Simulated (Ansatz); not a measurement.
**SrCl2 (Fm-3m): the host for defect calculations**

Before any defect goes in: SrCl2 (Fm-3m) at rest, and how it screens a charge.

Program: Ansatz 0.2.0. Level of theory: plane-wave PAW DFT, PBE; relaxation of the host's cell and atoms, in the first sound run; inputs show where later runs differ. Results are calculated unless marked as measured.

### Step 1. The structure

It takes space group Fm-3m (No. 225, cubic). The conventional cell has a = 6.999 Å, b = 6.999 Å, c = 6.999 Å, α = 90.00°, β = 90.00°, γ = 90.00°. Sr has 8 Cl at 3.03 Å nearest. Nearest to Cl lie 4 Sr at 3.03 Å. Farther neighbours and most contacts between anions are not listed.

### Step 2. Host cell relaxation

Lattice and positions are set free, within the symmetry that the program keeps.

Contents of cell/input.yaml:

```yaml
crystal:
  lattice:
    - [0.0, 3.4997473, 3.4997473]
    - [3.4997473, 0.0, 3.4997473]
    - [3.4997473, 3.4997473, 0.0]
  atoms:
    - { symbol: Sr, position: [0.0, 0.0, 0.0] }
    - { symbol: Cl, position: [0.75, 0.75, 0.75] }
    - { symbol: Cl, position: [0.25, 0.25, 0.25] }
basis:
  ecutwfc: 420
  xc_grid: 2
hamiltonian:
  xc: pbe
kpoints:
  mp_grid: { grid: [7, 7, 7] }
scf:
  occupations: { method: fixed }
  max_iter: 100
relax:
  f_tol: 0.005
  max_steps: 60
  cell: {}
output:
  forces: true
  stress: true
checkpoint:
  write: "../cell.run"
  compress: false
  write_wavefunctions: false
  write_every: 100000
```

Started as:

```console
$ ansatz run input.yaml --threads 2 --pin off --max-ram 3768MiB --backend cpu --events-out ev --progress --plain --runs-dir out
```

Numbers of over 12 decimals in the logs are rounded to 6 here.

What it wrote:

```text
[... repeated set-up lines and file paths are left out, and long positions are rounded to six places ...]
Engine: ansatz 0.2.0, aarch64-unknown-linux-gnu
Pseudopotentials: kind: paw
Pseudopotential: Sr, paw, valence charge 10, recommended cutoff 420 eV (normal), Sr.paw.azcp
Pseudopotential: Cl, paw, valence charge 7, recommended cutoff 420 eV (normal), Cl.paw.azcp
Functional definition: PBE
  parameter kappa = 0.804
  parameter beta = 0.066725
  exchange = pbe_x(kappa = kappa, mu = beta*pi^2/3)
  correlation = pbe_c(beta = beta)
Crystal: 3 atoms, lattice volume = 85.731 Å³
Basis set: ecut = 420 eV, 1687 PW (Γ), exchange–correlation on 72×72×72 points (8 copies of the dense FFT grid, shifted against one another)
Bands: 16, of which v1, the nominal top of the filled ones, is band 12 counted from 1 (11 counted from 0)
Symmetry: 48 space group operations
Space group: Fm-3m (ITA 225), of the structure as read, at distance tolerance 4.4e-5 Å
k-points: 20 of 343
Non-local potential: Sr, projectors of the file, l = 0: 3, l = 1: 2, l = 2: 2
Non-local potential: Cl, projectors of the file, l = 0: 2, l = 1: 2, l = 2: 2
PAW form: soft (Blöchl's): semilocal exchange-correlation on the pseudo side does not see the compensation charge
PAW one-centre angular grid: Sr, 110 points (default); XC on 64 Gauss nodes
PAW one-centre angular grid: Cl, 110 points (default); XC on 64 Gauss nodes
Initial density: superposition of atomic densities (neutral atoms: chi_scale 0, normalization atom), corrected by the library's trained network
Initial wavefunctions: pseudopotential atomic-orbital guess
Functional: x = pbe(κ = 0.804, μ = 0.219515), c = pbe(β = 0.066725)
SCF iter   1: F=—  HF=-5710.727770 eV  |F-HF|=—  |Δ(HF+E_count)|=         —  Δρ=3.76e-4  dr2=8.82e-5  ethr=1.77e-3  ⟨swp⟩=6.6  Hψ=1917  notcnv=0  defer=29
preconditioner: auto → none  [insulator: Δε(μ)=5.338 eV  Ē_g=14.055 eV  n_scr=14 (ndim 8)  ℏωp=18.8 eV  f_vac=0.093  ε∞_Penn≈2.8]
SCF iter   2: F=—  HF=-5710.728984 eV  |F-HF|=—  |Δ(HF+E_count)|=   1.21e-3  Δρ=2.15e-4  dr2=2.72e-5  ethr=3.67e-7  ⟨swp⟩=3.1  Hψ=995  notcnv=0  defer=38
SCF iter   3: F=—  HF=-5710.729002 eV  |F-HF|=—  |Δ(HF+E_count)|=   1.76e-5  Δρ=1.18e-4  dr2=4.54e-6  ethr=1.14e-7  ⟨swp⟩=2.0  Hψ=458  notcnv=0  defer=38
SCF iter   4: F=—  HF=-5710.729042 eV  |F-HF|=—  |Δ(HF+E_count)|=   3.95e-5  Δρ=3.32e-5  dr2=1.01e-6  ethr=1.89e-8  ⟨swp⟩=2.0  Hψ=564  notcnv=0  defer=39
SCF iter   5: F=—  HF=-5710.729041 eV  |F-HF|=—  |Δ(HF+E_count)|=   9.18e-8  Δρ=1.62e-5  dr2=2.29e-7  ethr=4.23e-9  ⟨swp⟩=2.9  Hψ=497  notcnv=0  defer=39
SCF iter   6: F=-5710.729041 eV  HF=-5710.729041 eV  |F-HF|=1.76e-8  |Δ(HF+E_count)|=   2.31e-8  Δρ=6.82e-6  dr2=3.83e-8  ethr=4.17e-10  ⟨swp⟩=5.0  Hψ=1163  notcnv=0
SCF 1 converged in 6 iterations: F = -5710.729041 eV  dr2 = 3.83e-8
  greatest PAW one-centre occupation: 0.986 electrons in one spin orbital (limit 2), on the Sr atom at site 0 (counted from 0), in its partial waves of l = 0
relax step   1: F+E_penalty+E_count = -5710.72904140 eV  Δ(F+E_penalty+E_count) = +0.000e0 eV  max|allowed force component| = 9.637e-19 eV/Å  Δτ_max = 0.0000 Å  P = +0.624 GPa  Ω = 85.731 Å³  (6 SCF iters, dr2 threshold 1.00e-7 eV, accepted)
[... the SCF cycles and remarks between the steps are left out from here to the last step ...]
relax step   2: F+E_penalty+E_count = -5710.73196468 eV  Δ(F+E_penalty+E_count) = -2.923e-3 eV  max|allowed force component| = 3.855e-18 eV/Å  Δτ_max = 0.0000 Å  P = +0.034 GPa  Ω = 87.183 Å³  energy of the carried Pulay correction = -1.713e-5 eV  (5 SCF iters, dr2 threshold 3.00e-7 eV, accepted)
Initial wavefunctions: pseudopotential atomic-orbital guess (no wavefunctions were taken with the density)
iter 1 solved again at ethr=8.42e-8 eV; its pass at ethr=3.10e-3 eV (dr2=2.02e-5 eV) is discarded
SCF iter   1: F=—  HF=-5710.731949 eV  |F-HF|=—  |Δ(HF+E_count)|=         —  Δρ=1.60e-5  dr2=2.06e-8  ethr=8.42e-8  ⟨swp⟩=4.4  Hψ=2983  notcnv=0  defer=38
SCF iter   2: F=—  HF=-5710.731981 eV  |F-HF|=—  |Δ(HF+E_count)|=   3.12e-5  Δρ=8.08e-6  dr2=5.20e-9  ethr=8.58e-11  ⟨swp⟩=3.0  Hψ=698  notcnv=0  defer=32
SCF iter   3: F=—  HF=-5710.731983 eV  |F-HF|=—  |Δ(HF+E_count)|=   2.22e-6  Δρ=5.21e-7  dr2=1.01e-10  ethr=2.16e-11  ⟨swp⟩=2.2  Hψ=530  notcnv=0  defer=32
SCF iter   4: F=-5710.731983 eV  HF=-5710.731983 eV  |F-HF|=1.20e-10  |Δ(HF+E_count)|=   5.28e-9  Δρ=1.86e-7  dr2=9.64e-12  ethr=1.00e-12  ⟨swp⟩=7.0  Hψ=1695  notcnv=0
SCF 3 converged in 4 iterations: F = -5710.731983 eV  dr2 = 9.64e-12
relax step   3: F+E_penalty+E_count = -5710.73198291 eV  Δ(F+E_penalty+E_count) = -1.824e-5 eV  max|allowed force component| = 3.469e-18 eV/Å  Δτ_max = 0.0000 Å  P = +0.035 GPa  Ω = 87.183 Å³  stress off target by 3.47e-2 GPa  SCF on the basis re-selected at this cell (its energy is not comparable with the rows above)  (4 SCF iters)
basis re-selected at this cell: Δ(F+E_penalty+E_count) = -1.824e-5 eV, ΔP = +0.001 GPa vs the last step (what re-selecting the basis moved, of the pressure what is left beyond the Pulay correction that the steps carried, after the strain that the cell walked [...]
SCF converged after 4 iterations
Free energy (F): -5710.731983 eV
Harris-Foulkes:  -5710.731983 eV  (|F-HF|=1.20e-10)
Internal energy: -5710.731983 eV  (E = F + TS)
E sigma→0 (E₀):  -5710.731983 eV
Fermi energy:    2.817778 eV
--- Per-component energies (eV) ---
  E_band       = -152.783382
  E_kinetic    = 567.732363
  E_local      = -1198.091522  (includes V_loc(G=0)·N_el)
  E_nonlocal   = 258.723622
  E_hartree    = 330.471983
  E_xc         = -388.743056
  E_vxc        = -407.565435  (∫ρ·V_xc dr)
  E_paw        = -4013.334958  (= ΣΔE_a)
  E_vpaw       = -34.526576  (= ΣTr[D̂ρ^β])
  E_aug_tail   = 0.000179  (compensation charges beyond the density's cutoff)
  E_ewald      = -1267.490594
  E_smearing   = -0.000000  (= −TS)
  E_closure    = 0.000000  (closes the sum)
  Σ components = -5710.731983   (vs F -5710.731983, Δ=0.00e0)
--- Forces (eV/Å), atoms counted from 1 ---
  atom   1  Sr     0.00000000    -0.00000000     0.00000000
  atom   2  Cl     0.00000000     0.00000000    -0.00000000
  atom   3  Cl     0.00000000    -0.00000000     0.00000000
  max |Σ_I F_I| component: 1.73e-18 eV/Å
--- Stress (GPa, compression-positive) ---
        0.034687      -0.000000      -0.000000
       -0.000000       0.034687      -0.000000
       -0.000000       0.000000       0.034687
  P = ⅓ Tr σ = 0.0347 GPa (0.347 kbar)
--- Relaxed structure (2 steps of the walk, 2 accepted, 1 SCFs on fresh bases) ---
  F+E_penalty+E_count = -5710.73198291 eV   max|allowed force component| = 3.469e-18 eV/Å   (the final SCF, on the basis selected at the relaxed cell)
  cell:  # Å, volume = 87.1828 Å³
    - [0, 3.519386, 3.519386]
    - [3.519386, 0, 3.519386]
    - [3.519386, 3.519386, 0]
  atoms:
    - { symbol: Sr, position: [0, 0, 0] }
    - { symbol: Cl, position: [0.750000, 0.750000, 0.750000] }
    - { symbol: Cl, position: [0.25, 0.25, 0.25] }
```

It took 2.6 s on 2 threads of Arm Neoverse V2, shared host; peak memory 0.33 GiB; 4.5 s of CPU time.

Relaxation path:

```
step  energy less that of the first step (eV)  largest force component (eV/Å)  pressure (GPa)  volume (Å³)
   1                                   0.0000                          0.0000            0.62        85.73
   2                                  -0.0029                          0.0000            0.03        87.18
  3*                                  -0.0029                          0.0000            0.03        87.18
```

Relaxation steps marked * repeat the geometry before them on a plane-wave basis chosen anew for their cell, so energy and pressure can jump there.

Forces are held to the 48 operations that the run works with; a distortion that breaks them can't arise in this run.

```
conventional cell, symmetrised  before  after  change
                         a (Å)   6.999  7.039  +0.6 %
                         b (Å)   6.999  7.039  +0.6 %
                         c (Å)   6.999  7.039  +0.6 %
              volume (Å³/atom)   28.58  29.06  +1.7 %
```

The relaxed structure:

```xyz
3
Lattice="0.0000 3.5194 3.5194 3.5194 0.0000 3.5194 3.5194 3.5194 0.0000" Properties=species:S:1:pos:R:3 pbc="T T T"
Sr    0.0000    0.0000    0.0000
Cl    5.2791    5.2791    5.2791
Cl    1.7597    1.7597    1.7597
```

This step gave:

```
pressure : 0.03469 GPa
```

The relaxation ends with a pressure of 0.03 GPa.

### Step 3. Dielectric tensors of the host

The response to a uniform electric field gives the electronic dielectric tensor.

This step: plane-wave PAW DFPT, PBE; dielectric tensors, Born charges and zone-centre modes of the host (Ansatz 0.2.0).

Contents of eps/input.yaml:

```yaml
crystal:
  lattice:
    - [0.0, 3.5193863379, 3.5193863379]
    - [3.5193863379, 0.0, 3.5193863379]
    - [3.5193863379, 3.5193863379, 0.0]
  atoms:
    - { symbol: Sr, position: [0.0, 0.0, 0.0] }
    - { symbol: Cl, position: [0.75, 0.75, 0.75] }
    - { symbol: Cl, position: [0.25, 0.25, 0.25] }
basis:
  ecutwfc: 420
hamiltonian:
  xc: pbe
kpoints:
  mp_grid: { grid: [6, 6, 6] }
scf:
  occupations: { method: fixed }
  max_iter: 100
phonons:
  method: dfpt
  dielectric: true
  rigid_motions: translations
```

What it wrote:

```text
[...]
Crystal: 3 atoms, lattice volume = 87.183 Å³
Basis set: ecut = 420 eV, 1687 PW (Γ), exchange–correlation on 72×72×72 points (8 copies of the dense FFT grid, shifted against one another)
Bands: 16, of which v1, the nominal top of the filled ones, is band 12 counted from 1 (11 counted from 0)
[... 1 set-up line as in the run before ...]
k-points: 46 of 216 (irreducible under 4 space group operations, time reversal used)
[...]
SCF iter   1: F=—  HF=-5710.730568 eV  |F-HF|=—  |Δ(HF+E_count)|=         —  Δρ=3.72e-4  dr2=9.30e-5  ethr=1.77e-3  ⟨swp⟩=6.7  Hψ=4403  notcnv=0  defer=71
[...]
SCF iter   8: F=-5710.731985 eV  HF=-5710.731985 eV  |F-HF|=1.27e-11  |Δ(HF+E_count)|=  5.00e-11  Δρ=2.25e-7  dr2=3.63e-11  ethr=1.00e-12  ⟨swp⟩=11.0  Hψ=5659  notcnv=0
SCF 1 converged in 8 iterations: F = -5710.731985 eV  dr2 = 3.63e-11
[...]
NSCF: frozen V_eff on 2 k-points
DFPT response loops at Γ: preconditioner auto → none (the input reference at scf.mixing.eps_inf says where Resta's filter doesn't serve); β = 0.50; Broyden in place of MSR1
SCF converged after 8 iterations
Free energy (F): -5710.731985 eV
[...]
Internal energy: -5710.731985 eV  (E = F + TS)
E sigma→0 (E₀):  -5710.731985 eV
Fermi energy:    2.850469 eV
[...]
--- Band table (eV; the first three rows and the last of 46) ---
[...]
[... further k-points left out ...]
--- Phonons (Γ-DFPT): 2 representative perturbations + reference, on 46 of 216 k-points (Σ response iterations 6) ---
  k mesh reduced under 4 symmetry operations, with k and −k counted as one. Each operation leaves every solved perturbation unchanged. A smaller set is not considered because the run solves the response to a homogeneous field
  ASR residual: 5.588e-4 → 0.000e0 eV/Å²; symmetrization residual: 7.229e-7 eV/Å²
  ASR residual per site (eV/Å²): 5.59e-4 2.40e-4 2.40e-4
  Γ frequencies (cm⁻¹): 0.00 0.00 0.00 126.11 126.11 126.11 171.21 171.21 171.21
  ε∞ (high-frequency dielectric tensor):
        2.879090    -0.000000     0.000000
        0.000000     2.879090     0.000000
       -0.000000     0.000000     2.879090
  ε⁰ (static dielectric tensor: ions relaxed, cell fixed):
        8.524764     0.000000    -0.000000
        0.000000     8.524764    -0.000000
       -0.000000    -0.000000     8.524764
  ε⁰ − ε∞ (ionic part):
        5.645674     0.000000    -0.000000
        0.000000     5.645674    -0.000000
       -0.000000    -0.000000     5.645674
  softest optical mode at Γ: 126.11 cm⁻¹; the repairs (sum rule, projections) moved no ω² at Γ by more than (1.37 cm⁻¹)²
  Born effective charges Z* (e; rows j = field, columns β = displacement):
    site 0:
         2.49688   -0.00000   -0.00000
         0.00000    2.49688   -0.00000
         0.00000    0.00000    2.49688
    site 1:
        -1.24844   -0.00000    0.00000
         0.00000   -1.24844    0.00000
         0.00000   -0.00000   -1.24844
    site 2:
        -1.24844    0.00000   -0.00000
         0.00000   -1.24844    0.00000
         0.00000   -0.00000   -1.24844
  Z* charge neutrality: 2.693e-5 e pre-enforcement
  k-mesh period / interband length: 29.9 Å / 1.27 Å = 23.56 at k = (0.0000, 0.0000, 0.0000), direct gap 5.564 eV — 14 or more, which is no proof of convergence
  optical modes at Γ without the LO–TO term, one row a degenerate level:
      ω (cm⁻¹)  modes    IR ((D/Å)²/amu)
        126.11      3            11.0106
        171.21      3             0.0000
  optical modes at Γ + LO–TO along q̂ = [1.0000, 0.0000, 0.0000]:
      ω (cm⁻¹)  modes    IR ((D/Å)²/amu)
        126.11      2             7.3404
        171.21      3             0.0000
        217.00      1             3.6702
  optical modes at Γ + LO–TO along q̂ = [0.0000, 1.0000, 0.0000]:
      ω (cm⁻¹)  modes    IR ((D/Å)²/amu)
        126.11      2             7.3404
        171.21      3             0.0000
        217.00      1             3.6702
  optical modes at Γ + LO–TO along q̂ = [0.0000, 0.0000, 1.0000]:
      ω (cm⁻¹)  modes    IR ((D/Å)²/amu)
        126.11      2             7.3404
        171.21      3             0.0000
        217.00      1             3.6702
```

Run time: 16 s. Hardware: 2 threads; peak memory 0.54 GiB.

In the SCF lines HF is the Harris–Foulkes energy and dr2 the Hartree energy of the density residual, in eV; the loop may stop once dr2 is under the threshold and the program's other checks hold. Hψ counts applications of the Hamiltonian.

Electronic dielectric tensor:

```
2.88 0.00 0.00
0.00 2.88 0.00
0.00 0.00 2.88
```

Static dielectric tensor:

```
8.52 0.00 0.00
0.00 8.52 0.00
0.00 0.00 8.52
```

The electronic dielectric tensor is isotropic, 2.88. The static dielectric tensor is isotropic, 8.52.

### Step 4. Results

```
primitive cell vectors, lengths             : 4.977, 4.977, 4.977 Å
electronic dielectric constant              : 2.88
static dielectric constant                  : 8.52
gap on the k-mesh of the response run (PBE) : 5.24 eV
```

The cell grew by 1.7 % in volume. The k-mesh can miss the band edges, so this gap is an upper bound at this level. All at zero temperature.

[Logs are printed without paths, hosts, clocks, repeated set-up lines and the standing remarks that a program may print on its own settings, such as how far it seeks lower states.]

[Hosts, paths, dates, database ids (printed as entryN), source tags and the programs' standing remarks are cut or masked in the printed files.]

[Runs of the host that timed out are not shown.]

[For some hosts the program warned that the k-mesh of the response run may be too coarse for force constants and the static dielectric constant; such warnings are not always shown.]
